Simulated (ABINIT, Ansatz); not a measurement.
# InF3 (R-3c): G0W0 with ABINIT, start to end, part 2 of 3

Aim: the G0W0 gap of InF3 (R-3c) on LDA, step by step.

ABINIT 10.8.3; LDA and many-body steps on it, plane waves. Known limits of the many-body steps: not at the basis limit; no spin-orbit coupling; coarse k mesh.

So far. Step 2 (Ground state): The gap is indirect, with the least direct gap 0.03 eV higher.

### 3. Bands along the symmetry lines

Level of this step: DFT, LDA, plane waves, norm-conserving pseudopotentials (ABINIT).

Levels along a band path, at the cheap level, show where the edges lie and whether the meshes to come will hold them.

The input, run.abi:

```
acell 3*1.0 Angstrom
rprim 
  2.602141182914 1.502346912402 4.907506134507
  -2.602141182914 1.502346912402 4.907506134507
  0.000000000000 -3.004693824873 4.907506134486
ntypat 2
znucl 49 9
natom 8
typat 1 1 2 2 2 2 2 2
xred 
  0.500000000000 0.500000000000 0.500000000000
  -0.000000000000 0.000000000000 0.000000000000
  0.395709220000 0.750000000000 0.104290780000
  0.750000000000 0.104290780000 0.395709220000
  0.895709220000 0.604290780000 0.250000000000
  0.250000000000 0.895709220000 0.604290780000
  0.604290780000 0.250000000000 0.895709220000
  0.104290780000 0.395709220000 0.750000000000
pp_dirpath "pseudos"
pseudos "In.upf, F.upf"
ecut 36
iscf -2
irdden 1
kptopt 0
nkpt 31
kpt 
  0.00000000 0.00000000 0.00000000
  0.12500000 0.12500000 0.12500000
  0.25000000 0.25000000 0.25000000
  0.37500000 0.37500000 0.37500000
  0.50000000 0.50000000 0.50000000
  0.56771382 0.43228618 0.50000000
  0.63542764 0.36457236 0.50000000
  0.70314146 0.29685854 0.50000000
  0.77085528 0.22914472 0.50000000
  0.50000000 -0.22914472 0.22914472
  0.50000000 -0.17185854 0.17185854
  0.50000000 -0.11457236 0.11457236
  0.50000000 -0.05728618 0.05728618
  0.50000000 0.00000000 0.00000000
  0.37500000 0.00000000 0.00000000
  0.25000000 0.00000000 0.00000000
  0.12500000 0.00000000 0.00000000
  0.00000000 0.00000000 0.00000000
  0.09114309 -0.09114309 0.00000000
  0.18228618 -0.18228618 0.00000000
  0.27342927 -0.27342927 0.00000000
  0.36457236 -0.36457236 -0.00000000
  0.63542764 0.00000000 0.36457236
  0.60157073 0.00000000 0.39842927
  0.56771382 0.00000000 0.43228618
  0.53385691 0.00000000 0.46614309
  0.50000000 0.00000000 0.50000000
  0.37500000 0.00000000 0.37500000
  0.25000000 0.00000000 0.25000000
  0.12500000 0.00000000 0.12500000
  0.00000000 0.00000000 0.00000000
istwfk *1
nband 49
nbdbuf 2
tolwfr 1e-08
nstep 40
prtwf 0
prtvol 0
indata_prefix "in"
outdata_prefix "out"
tmpdata_prefix "tmp"
```

Launch:

```sh
$ OMP_NUM_THREADS=1 mpirun -n 4 abinit run.abi > log
```

Numbers of over 12 decimals in the logs are rounded to 6 here.

The log of the run:

```text
.Version 10.8.3 of ABINIT. v10.8.2 released Aug 2026.

 Symmetries : space group R-3 c (#167); Bravais hR (rhombohedral)
[... echo of the input left out ...]
== DATASET  1 ==================================================================
-   mpi_nproc: 4, omp_nthreads: 1 (-1 if OMP is not activated)

--- !DatasetInfo
iteration_state: {dtset: 1, }
dimensions: {natom: 8, nkpt: 31, mband: 49, nsppol: 1, nspinor: 1, nspden: 1, mpw: 8034, }
cutoff_energies: {ecut:  36.0, pawecutdg:  -1.0, }
electrons: {nelect:   8.40000000E+01, charge:   0.00000000E+00, occopt:   1.00000000E+00, tsmear:   1.00000000E-02, }

 Real(R)+Recip(G) space primitive vectors, cartesian coordinates (Bohr,Bohr^-1):
 R(1)=  4.9173342  2.8390242  9.2738426  G(1)=  0.1016811  0.0587056  0.0359434
 R(2)= -4.9173342  2.8390242  9.2738426  G(2)= -0.1016811  0.0587056  0.0359434
 R(3)=  0.0000000 -5.6780484  9.2738426  G(3)=  0.0000000 -0.1174112  0.0359434
 Unit cell volume ucvol=  7.7680102E+02 bohr^3
 Angles (23,13,12)=  5.37710328E+01  5.37710328E+01  5.37710328E+01 degrees

 getcut: wavevector=  0.0000  0.0000  0.0000  ngfft=  60  60  60
         ecut(hartree)=     36.000   => boxcut(ratio)=   2.04307

--- Pseudopotential description ------------------------------------------------
- In Generated using ONCVPSP code by D. R. Hamann
- 49.00000  21.00000  180309                  znucl, zion, pspdat
12 -1012 2 -1 1894                            pspcod,pspxc,lmax,lloc,mmax
     nproj     2     2     2
  pspatm : epsatm=   33.93291270
         --- l  ekb(1:nproj) -->
             0    8.377455   -0.565121
             1    2.447487   -1.211193
             2   -3.400789   -0.970230
 pspatm: atomic psp has been read  and splines computed

- F Generated using ONCVPSP code by D. R. Hamann
-  9.00000   7.00000  201202                  znucl, zion, pspdat
12 -1012 2 -1 824                             pspcod,pspxc,lmax,lloc,mmax
     nproj     2     2     1
  pspatm : epsatm=    4.94580260
         --- l  ekb(1:nproj) -->
[...]
2   -2.364936
 pspatm: atomic psp has been read  and splines computed

--------------------------------------------------------------------------------

================================================================================
 prteigrs : about to open file out_EIG
 Non-SCF case, kpt    1 (  0.00000  0.00000  0.00000), residuals and eigenvalues=
  2.91E-09  8.58E-09  1.52E-09  3.69E-09  4.60E-09  8.75E-09  4.80E-09  6.02E-09
  7.32E-09  4.33E-09  4.15E-09  5.60E-09  6.25E-09  7.44E-09  3.06E-09  8.25E-09
  2.26E-09  6.61E-09  3.95E-09  1.48E-09  1.25E-09  3.16E-09  2.85E-09  7.75E-09
[...]
4.27E-05
 -4.1150E+00 -4.1150E+00 -2.5942E+00 -2.5942E+00 -2.5942E+00 -2.5942E+00
 -2.5935E+00 -2.5935E+00 -7.7003E-01 -7.5295E-01 -7.5295E-01 -7.4826E-01
 -7.4452E-01 -7.4452E-01 -4.4002E-01 -4.4002E-01 -4.2236E-01 -4.2236E-01
[...]
-4.6028E-02 -4.6028E-02 -4.4139E-02 -4.4139E-02 -3.8821E-02 -3.8821E-02
  1.0973E-01  3.0850E-01  3.4547E-01  3.8581E-01  3.8581E-01  4.2215E-01
[...]
--- !ResultsGS
iteration_state: {dtset: 1, }
comment   : Summary of ground state results
lattice_vectors:
- [  4.9173342,   2.8390242,   9.2738426, ]
- [ -4.9173342,   2.8390242,   9.2738426, ]
- [  0.0000000,  -5.6780484,   9.2738426, ]
lattice_lengths: [  10.87402,   10.87402,   10.87402, ]
lattice_angles: [ 53.771,  53.771,  53.771, ] # degrees, (23, 13, 12)
lattice_volume:   7.7680102E+02
convergence: {deltae:  0.000E+00, res2:  0.000E+00, residm:  9.975E-09, diffor:  0.000E+00, }
etotal    :  -5.46373738E+02
entropy   :   0.00000000E+00
fermie    :  -3.76471001E-02
cartesian_stress_tensor: null
pressure_GPa: null
xred      :
- [  5.0000E-01,   5.0000E-01,   5.0000E-01, In]
- [  0.0000E+00,   0.0000E+00,   0.0000E+00, In]
- [  3.9571E-01,   7.5000E-01,   1.0429E-01,  F]
- [  7.5000E-01,   1.0429E-01,   3.9571E-01,  F]
- [  8.9571E-01,   6.0429E-01,   2.5000E-01,  F]
- [  2.5000E-01,   8.9571E-01,   6.0429E-01,  F]
- [  6.0429E-01,   2.5000E-01,   8.9571E-01,  F]
- [  1.0429E-01,   3.9571E-01,   7.5000E-01,  F]
cartesian_forces: null
force_length_stats: {min: null, max: null, mean: null, }

 Integrated electronic density in atomic spheres:
 ------------------------------------------------
 Atom  Sphere_radius  Integrated_density
[...]
================================================================================

 ----iterations are completed or convergence reached----

 Mean square residual over all n,k,spin=   50.063E-10; max=  99.751E-10
 reduced coordinates (array xred) for    8 atoms
[...]
0.604290780000      0.250000000000      0.895709220000
       0.104290780000      0.395709220000      0.750000000000

 cartesian coordinates (angstrom) at end:
    1      0.000000    -3.45e-11     7.361259
    2      0.000000     0.000000     0.000000
    3     -0.921915     1.407891     6.134383
[...]
7      0.921915    -1.407891     8.588136
    8     -0.758312    -1.502347     6.134383
 length scales=  1.889726125908  1.889726125908  1.889726125908 bohr
              =  1.000000000000  1.000000000000  1.000000000000 angstroms
 prteigrs : about to open file out_EIG
 Eigenvalues (hartree) for nkpt=  31  k points:
 kpt#   1, nband= 49, wtk=  1.00000, kpt=  0.0000  0.0000  0.0000 (reduced coord)
[...]
kpt#   2, nband= 49, wtk=  1.00000, kpt=  0.1250  0.1250  0.1250 (reduced coord)
[...]
kpt#   3, nband= 49, wtk=  1.00000, kpt=  0.2500  0.2500  0.2500 (reduced coord)
[...]
kpt#  30, nband= 49, wtk=  1.00000, kpt=  0.1250  0.0000  0.1250 (reduced coord)
[...]
0.45953
 kpt#  31, nband= 49, wtk=  1.00000, kpt=  0.0000  0.0000  0.0000 (reduced coord)
[...]
-0.07897   -0.05970   -0.05970   -0.04857   -0.04603   -0.04603   -0.04414   -0.04414
  -0.03882   -0.03882    0.10973    0.30850    0.34547    0.38581    0.38581    0.42215
   0.45572

== END DATASET(S) ==============================================================
================================================================================

 -outvars: echo values of variables after computation  --------
            nband          49
             nkpt          31
          spgroup         167
 [... the other variables as echoed above ...]

 Calculation completed.
```

Elapsed: 74 s, on 4 MPI ranks of Arm Neoverse V2, shared host; peak memory 0.56 GiB.

Numbers from this step:

```yaml
gap: 4.010 eV
k_of_the_valence_top: 0.5, 0, 0.5
k_of_the_conduction_bottom: 0, 0, 0
least_direct_gap: 4.042 eV
```

The gap is 4.010 eV, as in the run before at this level.

The electronic bands at the labelled points (eV, zero at the top of the highest filled band):

| point | band 39 | band 40 | band 41 | band 42 | band 43 | band 44 | band 45 | band 46 |
| --- | --- | --- | --- | --- | --- | --- | --- | --- |
| Γ | -0.18 | -0.18 | -0.03 | -0.03 | 4.01 | 9.42 | 10.43 | 11.52 |
| halfway | -0.18 | -0.18 | -0.05 | -0.05 | 4.78 | 8.22 | 11.15 | 11.80 |
| T | -0.12 | -0.12 | -0.12 | -0.12 | 6.43 | 6.43 | 11.71 | 11.71 |
| halfway | -0.21 | -0.21 | -0.14 | -0.14 | 6.78 | 6.78 | 10.67 | 10.67 |
| H2 | -0.18 | -0.18 | -0.09 | -0.09 | 7.09 | 7.09 | 10.04 | 10.04 |
| jump to H0 | -0.18 | -0.18 | -0.09 | -0.09 | 7.09 | 7.09 | 10.04 | 10.04 |
| halfway | -0.26 | -0.26 | -0.10 | -0.10 | 6.80 | 6.80 | 10.55 | 10.55 |
| L | -0.26 | -0.26 | -0.13 | -0.13 | 6.62 | 6.62 | 11.02 | 11.02 |
| halfway | -0.28 | -0.27 | -0.11 | -0.05 | 4.88 | 8.40 | 10.96 | 11.04 |
| Γ | -0.18 | -0.18 | -0.03 | -0.03 | 4.01 | 9.42 | 10.43 | 11.52 |
| halfway | -0.23 | -0.19 | -0.16 | -0.03 | 5.19 | 8.21 | 10.47 | 11.33 |
| S0 | -0.22 | -0.18 | -0.14 | -0.03 | 6.85 | 7.23 | 9.89 | 10.63 |
| jump to S2 | -0.22 | -0.18 | -0.14 | -0.03 | 6.85 | 7.23 | 9.89 | 10.63 |
| halfway | -0.21 | -0.19 | -0.16 | -0.01 | 6.62 | 7.83 | 9.71 | 10.51 |
| F | -0.25 | -0.20 | -0.15 | 0.00 | 6.54 | 8.09 | 9.60 | 10.49 |
| halfway | -0.27 | -0.16 | -0.14 | -0.09 | 5.10 | 8.53 | 10.55 | 10.74 |
| Γ | -0.18 | -0.18 | -0.03 | -0.03 | 4.01 | 9.42 | 10.43 | 11.52 |

### 4. Empty states on the mesh, 2×2×2 mesh, 106 bands

The sums over transitions need many empty states on a uniform mesh; this step solves for them.

The input, run.abi:

```
acell 3*1.0 Angstrom
rprim 
  2.602141182914 1.502346912402 4.907506134507
  -2.602141182914 1.502346912402 4.907506134507
  0.000000000000 -3.004693824873 4.907506134486
ntypat 2
znucl 49 9
natom 8
typat 1 1 2 2 2 2 2 2
xred 
  0.500000000000 0.500000000000 0.500000000000
  -0.000000000000 0.000000000000 0.000000000000
  0.395709220000 0.750000000000 0.104290780000
  0.750000000000 0.104290780000 0.395709220000
  0.895709220000 0.604290780000 0.250000000000
  0.250000000000 0.895709220000 0.604290780000
  0.604290780000 0.250000000000 0.895709220000
  0.104290780000 0.395709220000 0.750000000000
pp_dirpath "pseudos"
pseudos "In.upf, F.upf"
ecut 36
ngkpt 2 2 2
nshiftk 1
shiftk 0 0 0
kptopt 1
chksymbreak 0
iscf -2
irdden 1
istwfk *1
nband 106
nbdbuf 8
tolwfr 1e-09
nstep 60
prtvol 0
indata_prefix "in"
outdata_prefix "out"
tmpdata_prefix "tmp"
```

The log of the run:

```text
.Version 10.8.3 of ABINIT. v10.8.2 released Aug 2026.

 Symmetries : space group R-3 c (#167); Bravais hR (rhombohedral)
[... echo of the input left out ...]
== DATASET  1 ==================================================================
-   mpi_nproc: 4, omp_nthreads: 1 (-1 if OMP is not activated)

--- !DatasetInfo
iteration_state: {dtset: 1, }
dimensions: {natom: 8, nkpt: 4, mband: 106, nsppol: 1, nspinor: 1, nspden: 1, mpw: 8026, }
cutoff_energies: {ecut:  36.0, pawecutdg:  -1.0, }
electrons: {nelect:   8.40000000E+01, charge:   0.00000000E+00, occopt:   1.00000000E+00, tsmear:   1.00000000E-02, }

 Real(R)+Recip(G) space primitive vectors, cartesian coordinates (Bohr,Bohr^-1):
 R(1)=  4.9173342  2.8390242  9.2738426  G(1)=  0.1016811  0.0587056  0.0359434
 R(2)= -4.9173342  2.8390242  9.2738426  G(2)= -0.1016811  0.0587056  0.0359434
 R(3)=  0.0000000 -5.6780484  9.2738426  G(3)=  0.0000000 -0.1174112  0.0359434
 Unit cell volume ucvol=  7.7680102E+02 bohr^3
 Angles (23,13,12)=  5.37710328E+01  5.37710328E+01  5.37710328E+01 degrees

 getcut: wavevector=  0.0000  0.0000  0.0000  ngfft=  60  60  60
         ecut(hartree)=     36.000   => boxcut(ratio)=   2.04307

--- Pseudopotential description ------------------------------------------------
- In Generated using ONCVPSP code by D. R. Hamann
- 49.00000  21.00000  180309                  znucl, zion, pspdat
12 -1012 2 -1 1894                            pspcod,pspxc,lmax,lloc,mmax
     nproj     2     2     2
  pspatm : epsatm=   33.93291270
         --- l  ekb(1:nproj) -->
             0    8.377455   -0.565121
             1    2.447487   -1.211193
             2   -3.400789   -0.970230
 pspatm: atomic psp has been read  and splines computed

- F Generated using ONCVPSP code by D. R. Hamann
-  9.00000   7.00000  201202                  znucl, zion, pspdat
12 -1012 2 -1 824                             pspcod,pspxc,lmax,lloc,mmax
     nproj     2     2     1
  pspatm : epsatm=    4.94580260
         --- l  ekb(1:nproj) -->
[...]
2   -2.364936
 pspatm: atomic psp has been read  and splines computed

--------------------------------------------------------------------------------

================================================================================
 prteigrs : about to open file out_EIG
 Non-SCF case, kpt    1 (  0.00000  0.00000  0.00000), residuals and eigenvalues=
  6.44E-10  6.03E-10  3.77E-10  3.97E-10  2.73E-10  3.94E-10  2.91E-10  3.84E-10
  3.19E-10  3.23E-10  4.67E-10  3.66E-10  2.76E-10  7.05E-10  6.05E-11  8.80E-11
  2.07E-10  1.82E-10  8.77E-11  1.85E-10  5.46E-11  8.91E-11  2.79E-10  7.66E-10
[...]
1.88E-05  6.32E-04
 -4.1150E+00 -4.1150E+00 -2.5942E+00 -2.5942E+00 -2.5942E+00 -2.5942E+00
 -2.5935E+00 -2.5935E+00 -7.7003E-01 -7.5295E-01 -7.5295E-01 -7.4826E-01
 -7.4452E-01 -7.4452E-01 -4.4002E-01 -4.4002E-01 -4.2236E-01 -4.2236E-01
[...]
1.2265E+00  1.2355E+00  1.2355E+00  1.2511E+00  1.2511E+00  1.3035E+00
  1.3035E+00  1.3107E+00  1.3107E+00  1.3190E+00  1.3584E+00  1.3584E+00
  1.3726E+00  1.4382E+00  1.4382E+00  1.4780E+00
 prteigrs : prtvol=0 or 1, do not print more k-points.

--- !ResultsGS
iteration_state: {dtset: 1, }
comment   : Summary of ground state results
lattice_vectors:
- [  4.9173342,   2.8390242,   9.2738426, ]
- [ -4.9173342,   2.8390242,   9.2738426, ]
- [  0.0000000,  -5.6780484,   9.2738426, ]
lattice_lengths: [  10.87402,   10.87402,   10.87402, ]
lattice_angles: [ 53.771,  53.771,  53.771, ] # degrees, (23, 13, 12)
lattice_volume:   7.7680102E+02
convergence: {deltae:  0.000E+00, res2:  0.000E+00, residm:  9.969E-10, diffor:  0.000E+00, }
etotal    :  -5.46373738E+02
entropy   :   0.00000000E+00
fermie    :  -3.76471001E-02
cartesian_stress_tensor: null
pressure_GPa: null
xred      :
- [  5.0000E-01,   5.0000E-01,   5.0000E-01, In]
- [  0.0000E+00,   0.0000E+00,   0.0000E+00, In]
- [  3.9571E-01,   7.5000E-01,   1.0429E-01,  F]
- [  7.5000E-01,   1.0429E-01,   3.9571E-01,  F]
- [  8.9571E-01,   6.0429E-01,   2.5000E-01,  F]
- [  2.5000E-01,   8.9571E-01,   6.0429E-01,  F]
- [  6.0429E-01,   2.5000E-01,   8.9571E-01,  F]
- [  1.0429E-01,   3.9571E-01,   7.5000E-01,  F]
cartesian_forces: null
force_length_stats: {min: null, max: null, mean: null, }

 Integrated electronic density in atomic spheres:
 ------------------------------------------------
 Atom  Sphere_radius  Integrated_density
[...]
================================================================================

 ----iterations are completed or convergence reached----

 Mean square residual over all n,k,spin=   35.201E-11; max=  99.688E-11
 reduced coordinates (array xred) for    8 atoms
[...]
0.604290780000      0.250000000000      0.895709220000
       0.104290780000      0.395709220000      0.750000000000

 cartesian coordinates (angstrom) at end:
    1      0.000000    -3.45e-11     7.361259
    2      0.000000     0.000000     0.000000
[...]
7      0.921915    -1.407891     8.588136
    8     -0.758312    -1.502347     6.134383
 length scales=  1.889726125908  1.889726125908  1.889726125908 bohr
              =  1.000000000000  1.000000000000  1.000000000000 angstroms
 prteigrs : about to open file out_EIG
 Eigenvalues (hartree) for nkpt=   4  k points:
 kpt#   1, nband=106, wtk=  0.12500, kpt=  0.0000  0.0000  0.0000 (reduced coord)
[...]
1.20181    1.21159    1.22649    1.23555    1.23555    1.25108    1.25108    1.30348
   1.30348    1.31065    1.31065    1.31904    1.35837    1.35837    1.37263    1.43815
   1.43820    1.47802
 prteigrs : prtvol=0 or 1, do not print more k-points.

== END DATASET(S) ==============================================================
================================================================================

 -outvars: echo values of variables after computation  --------
            nband         106
             nkpt           4
          spgroup         167
 [... the other variables as echoed above ...]

 Calculation completed.
```

It took 29 s on 4 MPI ranks; peak memory 0.46 GiB; 1.9 min of CPU time.

This step gave:

- gap: 4.010 eV
- k of the valence top: 0.5, 0.5, 0
- k of the conduction bottom: 0, 0, 0
- least direct gap: 4.042 eV
- k points computed: 4
- lowest point of the top converged band, above the valence top: 36.69 eV

On this mesh the gap is 4.010 eV.

### 5. Screening, 2×2×2 mesh, 98 bands, screening to 98 eV

The RPA dielectric matrix is built and inverted for each q.

This step: RPA screening on LDA, plane waves, norm-conserving pseudopotentials.

Edit run.abi of step 4 so:

```diff
@@ -26,10 +26,11 @@
 chksymbreak 0
-iscf -2
-irdden 1
 istwfk *1
-nband 106
-nbdbuf 8
-tolwfr 1e-09
-nstep 60
-prtvol 0
+occopt 1
+irdwfk 1
+optdriver 3
+nband 98
+ecuteps 3.6
+inclvkb 2
+awtr 1
+symchi 1
 indata_prefix "in"
```

The log of the run:

```text
.Version 10.8.3 of ABINIT. v10.8.2 released Aug 2026.

 Symmetries : space group R-3 c (#167); Bravais hR (rhombohedral)
[... echo of the input left out ...]
== DATASET  1 ==================================================================
-   mpi_nproc: 4, omp_nthreads: 1 (-1 if OMP is not activated)

--- !DatasetInfo
iteration_state: {dtset: 1, }
dimensions: {natom: 8, nkpt: 4, mband: 98, nsppol: 1, nspinor: 1, nspden: 1, mpw: 8026, }
cutoff_energies: {ecut:  36.0, pawecutdg:  -1.0, }
electrons: {nelect:   8.40000000E+01, charge:   0.00000000E+00, occopt:   1.00000000E+00, tsmear:   1.00000000E-02, }

 SCREENING: Calculation of the susceptibility and dielectric matrices

 Based on a program developped by R.W. Godby, V. Olevano, G. Onida, and L. Reining.
 Incorporated in ABINIT by V. Olevano, G.-M. Rignanese, and M. Torrent.
.Using double precision arithmetic ; gwpc =  8

[... cell and pseudopotentials left out ...]
--------------------------------------------------------------------------------

 ==== K-mesh for the wavefunctions ====
 Number of points in the irreducible wedge :     4
[... list of points left out ...]
 Together with 12 symmetry operations and time-reversal symmetry
 yields     8 points in the full Brillouin Zone.

 ==== Q-mesh for the screening function ====
 Number of points in the irreducible wedge :     4
[... list of points left out ...]
 Together with 12 symmetry operations and time-reversal symmetry
 yields     8 points in the full Brillouin Zone.

 setmesh: FFT mesh size selected  =    40x   40x   40
          total number of points  =        64000

 vcoul_init : cutoff-mode = AUXILIARY_FUNCTION
 q-points for optical limit:   1
     1)      0.000010    0.000020    0.000030

- screening: taking advantage of time-reversal symmetry
- Maximum band index for partially occupied states nbvw = 42
- Remaining bands to be divided among processors   nbcw = 56
- Number of bands treated by each node ~14

 Number of electrons calculated from density =   84.0000; Expected =   84.0000
 average of density, n =  0.108136
 r_s =    1.3021
 omega_plasma =   31.7205 [eV]

 calculating chi0 at frequencies [eV] :
  1    0.000000E+00    0.000000E+00
  2    0.000000E+00    3.172052E+01

--------------------------------------------------------------------------------
  q-point number  1        q = ( 0.000000, 0.000000, 0.000000) [r.l.u.]
--------------------------------------------------------------------------------
[... chi0 elements left out ...]
 For q-point:  0.000010 0.000020 0.000030
  dielectric constant =   2.4016
  dielectric constant without local fields =   2.4867

  Average fulfillment of the sum rule on Im[epsilon] for q-point    1 :     24.35  [%]
[... wings left out ...]
  q-point number  2        q = ( 0.500000, 0.000000, 0.000000) [r.l.u.]
--------------------------------------------------------------------------------
[... chi0 elements left out ...]
  Average fulfillment of the sum rule on Im[epsilon] for q-point    2 :     29.20  [%]

 [... 2 further q-points ...]
```

Elapsed: 27 s, on 4 MPI ranks; peak memory 1.6 GiB; 1.8 min of CPU time.

Numbers from this step:

| Item | Value |
| --- | --- |
| ε∞ with local fields, on this mesh, along the program's q direction | 2.402 |
| the same without local fields | 2.487 |
| plasma frequency | 31.72 eV |
| plane waves in the screening matrix | 265 |

Local fields lower ε∞ by 3 %. On a Γ-centred mesh this coarse the value itself is usually too large, while a short band sum pulls it down.

[end of part 2 of 3]

[Paths, hosts, dates, memory and timing lines, banners, echoed tables and standing remarks are left out of the program output.]

[Logs are printed without paths, hosts, clocks, repeated set-up lines and the standing remarks that a program may print on its own settings, such as how far it seeks lower states.]

[Runs of the session that timed out or met a known fault of the program may be left out.]

[Hosts, paths, dates, database ids (printed as entryN), source tags and the programs' standing remarks are cut or masked in the printed files.]

[G0W0 gaps are taken among the corrected bands and points alone; a level outside them can change the order at an edge.]

[Where Ansatz stands beside ABINIT at settings called matched, ABINIT's density can come from a denser mesh and the files from another edition; pairs whose starting gaps differed by over 0.03 eV were left out, so agreement reads better than it is.]
